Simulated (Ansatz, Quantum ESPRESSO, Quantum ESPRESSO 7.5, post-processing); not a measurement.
# Band offsets of the ZnS/Si(110) superlattice, 5 + 5 layers, a = 5.351 Å

How do the band edges meet in the ZnS/Si(110) superlattice, 5 + 5 layers, a = 5.351 Å?

Main program and level: Quantum ESPRESSO 7.5; plane-wave DFT, LDA, GBRV ultrasoft pseudopotentials (cross-check by Ansatz 0.2.0 with PAW datasets).

**What experiment says.**

For ZnS/Si (heterojunction), “InterMat: Accelerating Band Offset Prediction in Semiconductor Interfaces with DFT and Deep Learning” (2024, arxiv:2401.02021) quotes earlier work: valence-band offset (size of the offset at ZnS/Si) 1.52 eV.

Report form: the programs' logs are mostly left out.

## Step 1: The structure

The cell holds 20 atoms: 5 Zn, 5 S and 10 Si. Its edges and angles: a = 5.351 Å, b = 3.784 Å, c = 18.919 Å, α = 90.0°, β = 90.0°, γ = 90.0°. Regions: ZnS, 10 atoms (5 Zn and 5 S); Si, 10 atoms (10 Si). The structure's axis is c.

## Step 2: The superlattice in Ansatz, atoms held

The atoms stay on the ideal cubic sites, so that each half of the superlattice is the very crystal whose bulk edges are computed below.

Contents of input.yaml:

```yaml
crystal:
  lattice:
    - [5.351, 0.0, 0.0]
    - [0.0, 3.7837283861, 0.0]
    - [0.0, 0.0, 18.9186419306]
  atoms:
    - { symbol: Zn, position: [0.0, 0.0, 0.0] }
    - { symbol: S, position: [0.25, 0.5, 0.0] }
    - { symbol: Zn, position: [0.5, 0.5, 0.1] }
    - { symbol: S, position: [0.75, 0.0, 0.1] }
    - { symbol: Zn, position: [0.0, 0.0, 0.2] }
    - { symbol: S, position: [0.25, 0.5, 0.2] }
    - { symbol: Zn, position: [0.5, 0.5, 0.3] }
    - { symbol: S, position: [0.75, 0.0, 0.3] }
    - { symbol: Zn, position: [0.0, 0.0, 0.4] }
    - { symbol: S, position: [0.25, 0.5, 0.4] }
    - { symbol: Si, position: [0.5, 0.5, 0.5] }
    - { symbol: Si, position: [0.75, 0.0, 0.5] }
    - { symbol: Si, position: [0.0, 0.0, 0.6] }
    - { symbol: Si, position: [0.25, 0.5, 0.6] }
    - { symbol: Si, position: [0.5, 0.5, 0.7] }
    - { symbol: Si, position: [0.75, 0.0, 0.7] }
    - { symbol: Si, position: [0.0, 0.0, 0.8] }
    - { symbol: Si, position: [0.25, 0.5, 0.8] }
    - { symbol: Si, position: [0.5, 0.5, 0.9] }
    - { symbol: Si, position: [0.75, 0.0, 0.9] }
kpoints:
  mp_grid: { grid: [6, 8, 1] }
hamiltonian:
  xc: lda
scf:
  occupations: { method: fermi_dirac, width: 0.02 }
  convergence: { dr2_threshold: 1.0e-08 }
output:
  eigenvalues: true
  write_potential: true
  write_density: true
  volumetric_format: npy
checkpoint:
  write: relax.run
  compress: false
  write_wavefunctions: false
```

Command:

```sh
$ ansatz run input.yaml --threads 4 --pin off --max-ram 8192MiB --backend cpu --events-out ev --progress --plain --runs-dir out
```

Elapsed: 32 s, on 4 threads of Intel Xeon at 2.50GHz (Skylake/Cascade Lake), shared host; peak memory 1.2 GiB; 2 min of CPU time.

Numbers from this step:

| Item | Value |
| --- | --- |
| free energy | -26672.1984 eV |
| Fermi energy | 7.148 eV |
| gap by band count | 0.7555 eV |
| symmetry operations | 4 |

## Step 3: SCF with pw.x of bulk ZnS

Each bulk is run alone at the common lattice constant, to place its band edges against its own mean potential.

Level of this step: plane-wave DFT, LDA, GBRV ultrasoft pseudopotentials (Quantum ESPRESSO 7.5).

System of this step: ZnS, zinc blende at a = 5.351 Å. It takes space group F-43m (No. 216, cubic). Conventional cell: a = 5.351 Å, b = 5.351 Å, c = 5.351 Å, α = 90.00°, β = 90.00°, γ = 90.00°. Zn has 4 S at 2.32 Å nearest. Nearest to S lie 4 Zn at 2.32 Å. Farther neighbours and most contacts between anions are not listed.

Contents of a.in:

```
&control
  prefix = 'a'
  outdir = './out'
  pseudo_dir = './pseudo'
  calculation = 'scf'
  tprnfor = .true.
/
&system
  ibrav = 0
  nat = 4
  ntyp = 2
  ecutwfc = 40
  ecutrho = 200
  occupations = 'smearing'
  smearing = 'fd'
  degauss = 0.002
/
&electrons
  conv_thr = 1e-07
  mixing_beta = 0.5
  electron_maxstep = 120
/
ATOMIC_SPECIES
  Zn  65.3800  zn_lda_v1.uspp.F.UPF
  S   32.0600  s_lda_v1.4.uspp.F.UPF
CELL_PARAMETERS angstrom
  5.35100000000000 0.00000000000000 0.00000000000000
  0.00000000000000 3.78372838612922 0.00000000000000
  0.00000000000000 0.00000000000000 3.78372838612922
ATOMIC_POSITIONS crystal
  Zn  0.000000000000 0.000000000000 0.000000000000
  S   0.250000000000 0.500000000000 0.000000000000
  Zn  0.500000000000 0.500000000000 0.500000000000
  S   0.750000000000 0.000000000000 0.500000000000
K_POINTS automatic
  6 8 8 0 0 0
```

Command:

```sh
$ OMP_NUM_THREADS=1 mpirun -n 4 pw.x -nk 4 -in a.in > a.out
```

It took 40 s on 4 MPI ranks; peak memory 0.39 GiB.

This step gave:

* free energy: -13209.7747 eV
* Fermi energy: 7.462 eV

The run needed 8 iterations to bring the estimated error under 1e-07 Ry.

## Step 4: Band structure of bulk ZnS

The density is frozen and the levels are solved along a path.

a.bands.in is the input of step 3 with these lines changed:

```diff
@@ -1,7 +1,6 @@
 &control
-  prefix = 'a'
+  prefix = 'a.bands'
   outdir = './out'
   pseudo_dir = './pseudo'
-  calculation = 'scf'
-  tprnfor = .true.
+  calculation = 'bands'
 /
@@ -16,2 +15,3 @@
   degauss = 0.002
+  nbnd = 34
 /
@@ -34,3 +34,9 @@
   S   0.750000000000 0.000000000000 0.500000000000
-K_POINTS automatic
-  6 8 8 0 0 0
+K_POINTS crystal_b
+6
+  0.0000000000 0.0000000000 0.0000000000 20
+  1.0000000000 0.0000000000 0.0000000000 1
+  0.0000000000 0.0000000000 0.0000000000 20
+  0.5000000000 0.0000000000 0.5000000000 1
+  0.0000000000 0.0000000000 0.0000000000 20
+  0.0000000000 0.5000000000 0.5000000000 1
```

Command:

```sh
$ cp -r out/a.save out/a.bands.save
$ cp out/a.xml out/a.bands.xml
$ OMP_NUM_THREADS=1 mpirun -n 4 pw.x -nk 4 -in a.bands.in > a.bands.out
```

The job ended after 44 s (4 MPI ranks; peak memory 0.31 GiB).

This step gave:

```
valence top, on the run's zero       : 6.894 eV
conduction bottom, on the run's zero : 8.874 eV
gap by band count                    : 1.980 eV
```

Band numbers count within the set of bands kept for display; the cell holds two formula units, so the X point along 001 folds onto the zone centre. The electronic bands at the labelled points (eV, zero at the Fermi level, which the smearing puts inside the gap; v1 is the highest filled band, c1 the lowest empty one):

```csv
point,v4,v3,v2,v1,c1,c2,c3,c4
L,-1.49,-1.49,-1.49,-1.49,2.57,2.57,6.17,6.17
halfway,-3.13,-2.27,-1.07,-1.07,2.77,3.56,5.31,6.22
Γ,-2.93,-0.57,-0.57,-0.57,1.41,2.55,3.31,5.62
halfway,-3.46,-3.25,-1.89,-1.89,3.67,3.90,4.95,5.45
X,-2.93,-2.93,-2.93,-2.93,2.55,2.55,3.31,3.31
```

## Step 5: Electrostatic potential of bulk ZnS

plot_num = 11 writes the bare and Hartree potential, whose mean serves as the common reference.

Contents of a.pot.in:

```
&inputpp
  prefix = 'a'
  outdir = './out'
  filplot = 'a.pot.dat'
  plot_num = 11
/
```

Command:

```sh
$ OMP_NUM_THREADS=1 mpirun -n 4 pp.x -in a.pot.in > a.pot.out
```

The job ended after 2.3 s (4 MPI ranks; peak memory 0.25 GiB; 6.1 s of CPU time).

Electrostatic potential energy of an electron; zero at the Fermi level, which the smearing puts inside the gap. The potential energy, planar mean by z:

```csv
z (Å),"potential energy, planar mean (eV)"
0.00,-8.90
0.11,-8.59
0.21,-7.70
0.32,-6.32
0.42,-4.62
0.53,-2.84
0.63,-1.23
0.74,-0.0317
0.84,0.669
0.95,0.895
1.05,0.669
1.16,-0.0317
1.26,-1.23
1.37,-2.84
1.47,-4.62
1.58,-6.32
1.68,-7.70
1.79,-8.59
1.89,-8.90
2.00,-8.59
2.10,-7.70
2.21,-6.32
2.31,-4.62
2.42,-2.84
2.52,-1.23
2.63,-0.0317
2.73,0.669
2.84,0.895
2.94,0.669
3.05,-0.0317
3.15,-1.23
3.26,-2.84
3.36,-4.62
3.47,-6.32
3.57,-7.70
3.68,-8.59
```

## Step 6: Macroscopic average of bulk ZnS

average.x takes the planar mean and smooths it over a window of one repeat.

Contents of a.avg.in:

```
1
a.pot.dat
1.0
40
3
7.1502103798
```

Command:

```sh
$ OMP_NUM_THREADS=1 average.x < a.avg.in > a.avg.out
```

The job ended after 1.1 s (1 MPI rank; peak memory 0.09 GiB).

Read from the output:

```
average.x's running mean over the crystal, on the run's own zero                  : 3.611 eV
mean potential by an exact Fourier window over the crystal, on the run's own zero : 3.611 eV
```

Electrostatic potential energy of an electron; zero at the Fermi level, which the smearing puts inside the gap; window 3.7837 Å. The potential energy, running mean stays at -3.85 eV for z from 0 to 3.69 Å.

## Step 7: Self-consistent run of bulk Si

System of this step: Si, diamond at a = 5.351 Å. It takes space group Fd-3m (No. 227, cubic). Conventional cell: a = 5.351 Å, b = 5.351 Å, c = 5.351 Å, α = 90.00°, β = 90.00°, γ = 90.00°. Nearest to Si lie 4 Si at 2.32 Å.

Contents of b.in:

```
&control
  prefix = 'b'
  outdir = './out'
  pseudo_dir = './pseudo'
  calculation = 'scf'
  tprnfor = .true.
/
&system
  ibrav = 0
  nat = 4
  ntyp = 1
  ecutwfc = 40
  ecutrho = 200
  occupations = 'smearing'
  smearing = 'fd'
  degauss = 0.002
/
&electrons
  conv_thr = 1e-07
  mixing_beta = 0.5
  electron_maxstep = 120
/
ATOMIC_SPECIES
  Si  28.0850  si_lda_v1.uspp.F.UPF
CELL_PARAMETERS angstrom
  5.35100000000000 0.00000000000000 0.00000000000000
  0.00000000000000 3.78372838612922 0.00000000000000
  0.00000000000000 0.00000000000000 3.78372838612922
ATOMIC_POSITIONS crystal
  Si  0.000000000000 0.000000000000 0.000000000000
  Si  0.250000000000 0.500000000000 0.000000000000
  Si  0.500000000000 0.500000000000 0.500000000000
  Si  0.750000000000 0.000000000000 0.500000000000
K_POINTS automatic
  6 8 8 0 0 0
```

Command:

```sh
$ OMP_NUM_THREADS=1 mpirun -n 4 pw.x -nk 4 -in b.in > b.out
```

The job ended after 18 s (4 MPI ranks; peak memory 0.34 GiB; 69 s of CPU time).

Read from the output:

| Property | Result |
| --- | --- |
| free energy | -524.0871 eV |
| Fermi energy | 6.680 eV |

## Step 8: Bands along a path of bulk Si

b.bands.in is the input of step 7 with these lines changed:

```diff
@@ -1,7 +1,6 @@
 &control
-  prefix = 'b'
+  prefix = 'b.bands'
   outdir = './out'
   pseudo_dir = './pseudo'
-  calculation = 'scf'
-  tprnfor = .true.
+  calculation = 'bands'
 /
@@ -16,2 +15,3 @@
   degauss = 0.002
+  nbnd = 16
 /
@@ -33,3 +33,9 @@
   Si  0.750000000000 0.000000000000 0.500000000000
-K_POINTS automatic
-  6 8 8 0 0 0
+K_POINTS crystal_b
+6
+  0.0000000000 0.0000000000 0.0000000000 20
+  1.0000000000 0.0000000000 0.0000000000 1
+  0.0000000000 0.0000000000 0.0000000000 20
+  0.5000000000 0.0000000000 0.5000000000 1
+  0.0000000000 0.0000000000 0.0000000000 20
+  0.0000000000 0.5000000000 0.5000000000 1
```

Command:

```sh
$ cp -r out/b.save out/b.bands.save
$ cp out/b.xml out/b.bands.xml
$ OMP_NUM_THREADS=1 mpirun -n 4 pw.x -nk 4 -in b.bands.in > b.bands.out
```

The job ended after 20 s (4 MPI ranks; peak memory 0.25 GiB).

This step gave:

```
valence top, on the run's zero       : 6.478 eV
conduction bottom, on the run's zero : 6.874 eV
gap by band count                    : 0.3955 eV
```

Band numbers count within the set of bands kept for display; the cell holds two formula units, so the X point along 001 folds onto the zone centre. The electronic bands at the labelled points (eV, zero at the Fermi level, which the smearing puts inside the gap; v1 is the highest filled band, c1 the lowest empty one):

```csv
point,v4,v3,v2,v1,c1,c2,c3,c4
L,-1.44,-1.44,-1.44,-1.44,1.38,1.38,3.08,3.08
halfway,-3.90,-2.50,-0.99,-0.99,1.18,1.87,3.30,3.30
Γ,-3.17,-0.20,-0.20,-0.20,0.32,0.32,2.34,2.34
halfway,-4.27,-3.73,-2.18,-2.18,0.80,2.83,3.99,3.99
X,-3.17,-3.17,-3.17,-3.17,0.32,0.32,0.32,0.32
```

## Step 9: Electrostatic potential of bulk Si

Contents of b.pot.in:

```
&inputpp
  prefix = 'b'
  outdir = './out'
  filplot = 'b.pot.dat'
  plot_num = 11
/
```

Command:

```sh
$ OMP_NUM_THREADS=1 mpirun -n 4 pp.x -in b.pot.in > b.pot.out
```

Elapsed: 1.8 s, on 4 MPI ranks; peak memory 0.09 GiB; 4.8 s of CPU time.

## Step 10: Planar and running averages of bulk Si

Contents of b.avg.in:

```
1
b.pot.dat
1.0
40
3
7.1502103798
```

Command:

```sh
$ OMP_NUM_THREADS=1 average.x < b.avg.in > b.avg.out
```

It took 0.99 s on 1 MPI rank; peak memory 0.1 GiB.

This step gave:

- average.x's running mean over the crystal, on the run's own zero: 1.310 eV
- mean potential by an exact Fourier window over the crystal, on the run's own zero: 1.310 eV

## Step 11: SCF with pw.x of the superlattice

The superlattice gives the step of the mean potential between the two crystals; (110) layers are neutral, so no field builds up.

System of this step: ZnS/Si(110) superlattice, 5 + 5 layers, a = 5.351 Å. The cell holds 20 atoms: 5 Zn, 5 S and 10 Si. Its edges and angles: a = 5.351 Å, b = 3.784 Å, c = 18.919 Å, α = 90.0°, β = 90.0°, γ = 90.0°. Regions: ZnS, 10 atoms (5 Zn and 5 S); Si, 10 atoms (10 Si). The structure's axis is c.

Contents of ab.in:

```
&control
  prefix = 'ab'
  outdir = './out'
  pseudo_dir = './pseudo'
  calculation = 'scf'
  tprnfor = .true.
/
&system
  ibrav = 0
  nat = 20
  ntyp = 3
  ecutwfc = 40
  ecutrho = 200
  occupations = 'smearing'
  smearing = 'fd'
  degauss = 0.002
/
&electrons
  conv_thr = 1e-07
  mixing_beta = 0.5
  electron_maxstep = 120
/
ATOMIC_SPECIES
  Zn  65.3800  zn_lda_v1.uspp.F.UPF
  S   32.0600  s_lda_v1.4.uspp.F.UPF
  Si  28.0850  si_lda_v1.uspp.F.UPF
CELL_PARAMETERS angstrom
  5.35100000000000 0.00000000000000 0.00000000000000
  0.00000000000000 3.78372838610000 0.00000000000000
  0.00000000000000 0.00000000000000 18.91864193060000
ATOMIC_POSITIONS crystal
  Zn  0.000000000000 0.000000000000 0.000000000000
  S   0.250000000000 0.500000000000 0.000000000000
  Zn  0.500000000000 0.500000000000 0.100000000000
  S   0.750000000000 0.000000000000 0.100000000000
  Zn  0.000000000000 0.000000000000 0.200000000000
  S   0.250000000000 0.500000000000 0.200000000000
  Zn  0.500000000000 0.500000000000 0.300000000000
  S   0.750000000000 0.000000000000 0.300000000000
  Zn  0.000000000000 0.000000000000 0.400000000000
  S   0.250000000000 0.500000000000 0.400000000000
  Si  0.500000000000 0.500000000000 0.500000000000
  Si  0.750000000000 0.000000000000 0.500000000000
  Si  0.000000000000 0.000000000000 0.600000000000
  Si  0.250000000000 0.500000000000 0.600000000000
  Si  0.500000000000 0.500000000000 0.700000000000
  Si  0.750000000000 0.000000000000 0.700000000000
  Si  0.000000000000 0.000000000000 0.800000000000
  Si  0.250000000000 0.500000000000 0.800000000000
  Si  0.500000000000 0.500000000000 0.900000000000
  Si  0.750000000000 0.000000000000 0.900000000000
K_POINTS automatic
  6 8 1 0 0 0
```

Command:

```sh
$ OMP_NUM_THREADS=1 mpirun -n 4 pw.x -nk 2 -in ab.in > ab.out
```

Run time: 9.6 min. Hardware: 4 MPI ranks; peak memory 1.2 GiB.

This step gave:

```
free energy  : -34333.2735 eV
Fermi energy : 7.625 eV
```

The program's own clock; routines nest. Time by routine:

```csv
routine,wall time (s),calls
PWSCF,572.6,1
electrons,548.9,1
c_bands,467.4,13
cegterg,425.2,130
h_psi,274.1,821
fftw,189,84950
vloc_psi,186.3,821
sum_band,70.67,13
calbec,64.9,991
h_psi:calbec,45.14,821
add_vuspsi,39.31,821
s_psi,38.54,821
cdiaghg,17.29,801
init_run,16.14,1
```

The run needed 12 iterations to bring the estimated error under 1e-07 Ry; the largest force on any atom, held or free, is 0.83 eV/Å.

## Step 12: Potential by pp.x of the superlattice

Contents of ab.pot.in:

```
&inputpp
  prefix = 'ab'
  outdir = './out'
  filplot = 'ab.pot.dat'
  plot_num = 11
/
```

Command:

```sh
$ OMP_NUM_THREADS=1 mpirun -n 4 pp.x -in ab.pot.in > ab.pot.out
```

The job ended after 3.5 s (4 MPI ranks; peak memory 0.2 GiB; 11 s of CPU time).

Electrostatic potential energy in the ca plane at fractional y = 0.000, with atoms of Zn and S and Si within 0.2 Å of it. With pseudopotentials it is smooth inside the atoms' cores, unlike the true potential.

Values in eV, 7 rows by 16 columns, each cell a mean:
```
-24 -15 -13 -30 -13 -11 -33 -11 -13 -36 -14 -15 -29 -20 -15 -18
 -2 -57 -18  -1 -45 -31  -1 -29 -42  -2 -17 -53  -4  -8 -57  -7
  2 -26  -5   3 -19 -11   3 -12 -18   2  -6 -24   1  -1 -26  -1
  3   2   3   4   2   3   3   2   2   3   2   1   3   3   1   3
  3   3   3   3   3   3   3   3   3   3   3   3   3   3   3   3
 -4   3   0  -5   2   1  -6   2   2  -6   0   3  -5  -2   3  -2
-31   1 -12 -40   0  -5 -43  -4  -1 -48 -14   1 -38 -26   2 -22
```
Columns run along c (18.9 Å; values clipped at the 3rd and 97th percentile), rows up along a (5.4 Å). Atoms in or near the plane, at fractional coordinates: Zn at (0.00, 0.00), S at (0.10, 0.75), Zn at (0.20, 0.00), S at (0.30, 0.75), Zn at (0.40, 0.00), Si at (0.50, 0.75), Si at (0.60, 0.00), Si at (0.70, 0.75), Si at (0.80, 0.00), Si at (0.90, 0.75).

## Step 13: Macroscopic average of the superlattice

Contents of ab.avg.in:

```
1
ab.pot.dat
1.0
200
3
7.1502103798
```

Command:

```sh
$ OMP_NUM_THREADS=1 average.x < ab.avg.in > ab.avg.out
```

Run time: 1.3 s. Hardware: 1 MPI rank; peak memory 0.11 GiB.

Numbers from this step:

```
average.x's running mean in the ZnS layers, on the run's own zero                  : 2.754 eV
slope of the running mean in the ZnS layers                                        : -6.39e-5 eV/Å
mean potential by an exact Fourier window in the ZnS layers, on the run's own zero : 2.754 eV
average.x's running mean in the Si layers, on the run's own zero                   : 2.161 eV
slope of the running mean in the Si layers                                         : -1.05e-4 eV/Å
mean potential by an exact Fourier window in the Si layers, on the run's own zero  : 2.161 eV
```

Electrostatic potential energy of an electron; zero at the Fermi level; window 3.7837 Å. The potential energy, running mean by z:

z (Å), potential energy, running mean (eV) and a bar from the least value:
```
        0      -5.03 ######################
        1      -4.92 ###########################
        2      -4.89 ############################
        3      -4.87 ##############################
        4      -4.86 ##############################
        5      -4.88 #############################
        6      -4.89 ############################
        7      -4.99 ########################
        8      -5.05 #####################
        9      -5.26 ##########
       10      -5.34 ######
       11      -5.45 #
       12      -5.46 
       13      -5.47 
       14      -5.47 
       15      -5.46 
       16      -5.42 ##
       17      -5.29 #########
       18      -5.15 ################
```

## Step 14: Projections on atomic orbitals

Projections on atomic orbitals tell which layers and orbitals hold the states near the zero of energy.

Contents of pdos.in:

```
&projwfc
  prefix = 'ab'
  outdir = './out'
  filpdos = 'pdos'
  Emin = 4.625
  Emax = 11.625
  DeltaE = 0.05
  ngauss = 0
  degauss = 0.006
/
```

Command:

```sh
$ OMP_NUM_THREADS=1 mpirun -n 4 projwfc.x -in pdos.in > pdos.out
```

The job ended after 12 s (4 MPI ranks; peak memory 0.37 GiB).

This step gave:

| Quantity | Value |
| --- | --- |
| spilling of the projection | 0.0033 |

The density of states has structure finer than the step of the table below, so its rows give means over 0.2 eV, whole bins alone (the curve runs from -3.00 to 2.55 eV). Peaks (eV: height): -2.90: 14.6, -2.55: 14.2, -2.15: 10.1, -1.00: 6.28, 1.00: 6.63, 1.80: 12.7, 2.35: 15.2.

Gaussian width 0.006 Ry; cut where the computed bands begin to run out. The density of states by energy, zero at the Fermi level; means over each step:

```csv
energy (eV),density of states (states/eV a cell)
-2.8,11.1
-2.6,13.0
-2.4,11.2
-2.2,8.34
-2.0,8.63
-1.8,7.69
-1.6,4.84
-1.4,3.45
-1.2,3.16
-1.0,5.75
-0.8,4.16
-0.6,2.29
-0.4,1.53
-0.2,0.0353
0.0,0
0.2,0.0342
0.4,0.916
0.6,2.57
0.8,5.49
1.0,6.11
1.2,3.93
1.4,5.73
1.6,6.01
1.8,10.7
2.0,8.55
2.2,11.2
2.4,13.7
```

Projected DOS an atom over height of the atomic layer and energy from the Fermi level. Columns are the atomic layers from the bottom up.

Ten even steps from '0' (0.00 states/eV) to '9' (0.99 states/eV), each cell a mean:
```
4555446665
4444455555
3222354445
3111354445
1101143334
1000123232
2000243434
1000122222
0000000000
0000000000
0000000000
0000000000
1000121112
2000242224
2101242224
1000132223
1000143334
2222265556
2222265656
3545356665
4787446564
4898446764
```
Columns: height of the atomic layer (Å) from 0 to 17.0; rows upwards: energy from the Fermi level (eV) from -3.00 to 2.55.

Löwdin valence electrons by atom:

```csv
atom,Löwdin valence electrons (e)
Zn1,20.1
S2,6.0
Zn3,20.0
S4,6.0
Zn5,20.0
S6,6.0
Zn7,20.0
S8,6.0
Zn9,20.1
S10,6.0
Si11,3.7
Si12,4.0
Si13,3.9
Si14,4.0
Si15,4.0
Si16,4.0
Si17,3.9
Si18,4.0
Si19,3.7
Si20,4.0
```

The atomic orbitals miss 0.3 % of the occupied states; for empty states the projections can miss much more.

## Step 15: The line-up

Each edge is taken over its own crystal's mean potential and then placed on the mean potential of those layers in the superlattice:

```csv
crystal,valence top − mean (eV),conduction bottom − mean (eV),mean in the superlattice (eV)
ZnS,3.284,5.263,2.754
Si,5.168,5.564,2.161
```

Valence offset = (5.168 + 2.161) − (3.284 + 2.754) = 1.292 eV; conduction offset = -0.292 eV.

(Part 1 of 2 ends here.)

[Logs are printed without paths, hosts, clocks, repeated set-up lines and the standing remarks that a program may print on its own settings, such as how far it seeks lower states.]

[Hosts, paths, dates, database ids (printed as entryN), source tags and the programs' standing remarks are cut or masked in the printed files.]

[Maps of the electrostatic potential energy from Ansatz leave out the sawtooth potential of an applied field or a dipole correction, so their vacuum need not be flat; planar profiles and work functions include it.]
